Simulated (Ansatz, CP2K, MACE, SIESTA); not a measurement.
# Aqueous NH4+ and F-, 4.6 mol of salt per kg of water at 300 K (84 atoms), the built cell with every atom moved at random

Geometry: the built cell with every atom moved at random. Computed with MACE MP-0b2 small: machine-learned interatomic potential MACE MP-0b2 small, trained on PBE(+U) plane-wave data; published weights, no electronic structure; density 1.08 g/cm³.

Cell vectors (Å):

```
9.206 0.000 0.000
0.000 9.206 0.000
0.000 0.000 9.206
```

Positions (Å):

```
1 N 1.071 7.567 8.377
2 H 0.723 6.683 7.949
3 H 2.147 7.403 8.220
4 H 0.683 8.298 7.829
5 H 0.916 7.628 0.166
6 N 7.300 5.413 4.422
7 H 6.587 6.174 4.403
8 H 6.798 4.619 4.913
9 H 7.527 5.141 3.476
10 H 8.158 5.689 4.950
11 O 2.135 4.469 1.171
12 H 2.756 3.786 1.345
13 H 1.504 4.205 0.450
14 O 2.893 6.307 6.184
15 H 3.599 6.629 5.547
16 H 3.077 6.609 7.089
17 O 1.125 2.444 3.813
18 H 0.173 2.846 4.096
19 H 1.095 1.494 3.917
20 O 4.428 2.588 1.068
21 H 4.547 1.681 0.698
22 H 4.764 3.252 0.475
23 O 0.281 5.823 2.867
24 H 0.255 6.770 2.591
25 H 1.071 5.344 2.493
26 O 5.290 1.355 3.594
27 H 4.507 1.085 4.175
28 H 4.855 1.829 2.727
29 O 7.197 4.909 1.456
30 H 7.817 4.138 1.486
31 H 6.390 4.661 0.960
32 O 5.910 3.917 6.245
33 H 6.297 2.982 6.358
34 H 5.008 3.892 5.942
35 O 4.883 6.872 4.414
36 H 4.361 6.747 3.536
37 H 5.259 7.772 4.441
38 O 7.613 2.736 3.381
39 H 8.170 2.059 2.920
40 H 6.667 2.334 3.498
41 O 3.012 8.826 3.574
42 H 2.066 8.820 3.830
43 H 3.204 8.108 2.870
44 O 3.492 6.686 1.774
45 H 3.726 7.001 0.885
46 H 3.112 5.738 1.740
47 O 5.131 4.779 8.823
48 H 4.647 5.635 8.824
49 H 5.342 4.513 7.857
50 O 7.047 1.382 6.720
51 H 7.972 1.040 7.029
52 H 6.637 0.617 6.199
53 O 6.936 8.609 4.557
54 H 7.914 8.818 4.356
55 H 6.356 9.178 4.024
56 O 6.713 7.579 0.672
57 H 6.814 6.646 0.971
58 H 5.960 7.658 0.028
59 O 2.625 1.989 7.650
60 H 2.852 2.674 6.932
61 H 3.415 1.493 7.954
62 O 0.148 7.028 5.578
63 H 1.154 6.696 5.699
64 H 0.148 7.869 5.114
65 O 4.793 0.536 8.435
66 H 4.331 8.854 8.319
67 H 5.610 0.606 7.972
68 O 9.167 8.150 1.733
69 H 0.117 8.666 2.605
70 H 8.206 8.192 1.523
71 O 0.428 0.628 6.728
72 H 0.192 0.394 5.771
73 H 1.169 1.206 6.805
74 O 3.146 3.351 5.483
75 H 2.526 2.920 4.800
76 H 3.101 4.387 5.337
77 O 9.154 2.387 0.572
78 H 0.567 1.775 0.007
79 H 0.419 2.576 1.421
80 O 9.134 5.104 8.331
81 H 0.113 4.239 7.813
82 H 8.214 5.071 8.684
83 F 0.340 9.191 4.166
84 F 3.883 7.218 8.335
```

Q: Give the force on every atom.

Columns: atom, fx, fy, fz (forces in eV/Å).

```
1 3.108 -2.571 -0.898
2 -0.779 -0.075 0.714
3 -1.437 1.166 0.563
4 -0.329 1.828 -0.954
5 -0.695 0.197 1.034
6 -0.937 -0.538 1.237
7 0.332 0.015 0.043
8 0.475 0.585 -0.094
9 0.442 -0.055 -0.740
10 -0.135 0.446 -0.375
11 -1.612 1.369 -0.376
12 1.264 -2.050 -0.034
13 0.529 0.225 0.497
14 -0.829 -0.819 -1.699
15 -0.125 0.169 0.548
16 1.099 0.212 0.262
17 -1.669 3.043 0.315
18 2.487 -1.376 -0.674
19 -0.605 -1.316 0.259
20 -0.813 -1.582 2.248
21 0.034 0.377 -0.660
22 0.593 1.099 -1.203
23 0.825 -1.326 0.299
24 0.210 -0.298 -0.555
25 -0.795 0.787 0.048
26 -1.904 1.026 -1.465
27 0.738 0.404 -1.103
28 0.909 -1.167 2.015
29 0.374 -0.003 -0.108
30 -0.607 0.440 0.012
31 -0.166 -0.378 -0.301
32 1.718 -0.438 0.971
33 -0.518 0.542 -0.066
34 -1.343 -0.763 -0.661
35 -1.169 -1.076 -1.179
36 1.075 0.538 1.167
37 -0.080 -0.049 -0.147
38 -0.509 -0.862 -0.172
39 -0.855 0.312 0.228
40 1.504 0.247 0.012
41 0.692 -0.434 -0.811
42 0.040 -0.338 -0.238
43 -0.904 1.025 0.999
44 -0.128 -0.854 1.544
45 -0.028 -0.150 -0.690
46 0.153 1.506 -0.676
47 0.420 -0.657 -0.844
48 -0.061 -0.004 -0.481
49 -0.068 0.524 1.062
50 -0.152 -1.294 0.305
51 -1.024 0.657 -0.719
52 1.009 0.867 0.229
53 1.056 -0.266 0.544
54 -1.410 0.015 -0.068
55 0.260 0.850 -0.628
56 -0.414 0.281 -0.375
57 -0.142 0.023 -0.279
58 0.741 -0.281 0.758
59 -1.033 0.687 -0.311
60 0.164 -0.777 0.548
61 0.403 0.152 -0.286
62 1.991 -2.359 1.623
63 -2.124 1.043 -0.562
64 0.610 0.400 -0.637
65 -2.431 -0.500 1.369
66 0.796 0.131 -0.101
67 1.758 0.107 -1.132
68 0.364 1.082 1.075
69 -0.282 -0.471 -1.165
70 -0.060 0.002 -0.171
71 -2.697 -1.783 -0.406
72 0.968 0.590 0.857
73 2.022 1.301 0.162
74 -0.087 2.165 -0.980
75 0.158 0.706 0.416
76 -0.403 -2.248 0.571
77 1.365 -1.124 -0.842
78 -1.230 1.481 1.525
79 0.136 -0.408 -0.517
80 0.498 -1.785 -1.146
81 -0.811 1.739 1.150
82 0.407 -0.251 -0.048
83 -0.255 0.076 -0.222
84 -0.072 0.288 0.590
```

The network of contacts between molecules at the start is that of the classical potential that made the cell, and needn't be the one that DFT or experiment would give. The functional has no dispersion term, which matters for the binding between molecules or layers.

The r.m.s. force component is 0.973 eV/Å; the longest force, 4.13 eV/Å, acts on N1.

[Logs are printed without paths, hosts, clocks, repeated set-up lines and the standing remarks that a program may print on its own settings, such as how far it seeks lower states.]

[Hosts, paths, dates, database ids (printed as entryN), source tags and the programs' standing remarks are cut or masked in the printed files.]
